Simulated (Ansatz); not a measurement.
The crystal is SiO2 (P4_32_12).

```xyz
12
Lattice="4.9329 0.0000 0.0000 0.0000 4.9329 0.0000 0.0000 0.0000 6.4645" Properties=species:S:1:pos:R:3 pbc="T T T"
Si    4.0337    4.0337    3.2323
Si    3.3657    1.5672    1.6161
Si    0.8992    0.8992    0.0000
Si    1.5672    3.3657    4.8484
O     1.3237    1.7984    5.1841
O     0.6681    3.7901    3.5680
O     3.6092    3.1345    1.9518
O     4.2648    1.1428    0.3357
O     3.7901    0.6681    2.8965
O     3.1345    3.6092    4.5127
O     1.1428    4.2648    6.1288
O     1.7984    1.3237    1.2804
```

The cell and positions come from the Crystallography Open Database and are kept as given unless a step says otherwise.

Gaps computed with Ansatz 0.2.0 without a self-energy: LDA 5.48 eV, HSE06 7.55 eV and PBE0 8.32 eV.

Q: Estimate the G0W0@LDA gap with 4×4×2 mesh, 862 empty bands, screening to 180 eV, PAW set soft_1 files.

About 8.69 eV: on its mesh the run moves the gap from 5.48 eV by +3.21 eV. Among the scalar-relativistic levels given, PBE0 is nearest (−0.37 eV). Bands and cutoff are finite, so the gap is not at the basis limit. The miss can reach some tenths of an eV and take either sign; the mesh is an error of its own. The 4×4×2 mesh is coarse for this cell (its supercell is 13 Å along the shortest edge). The RPA ε∞ on it, from the LDA start, is 2.32 and 2.38; such meshes misread the long-range screening, most where the gap is narrow.

[Paths, hosts, dates, memory and timing lines, banners, echoed tables and standing remarks are left out of the program output.]

[Logs are printed without paths, hosts, clocks, repeated set-up lines and the standing remarks that a program may print on its own settings, such as how far it seeks lower states.]

[Runs of the session that timed out or met a known fault of the program may be left out.]

[Cells called generated may have been cut or substituted from an entry of the Crystallography Open Database or the Materials Project.]

[Hosts, paths, dates, database ids (printed as entryN), source tags and the programs' standing remarks are cut or masked in the printed files.]
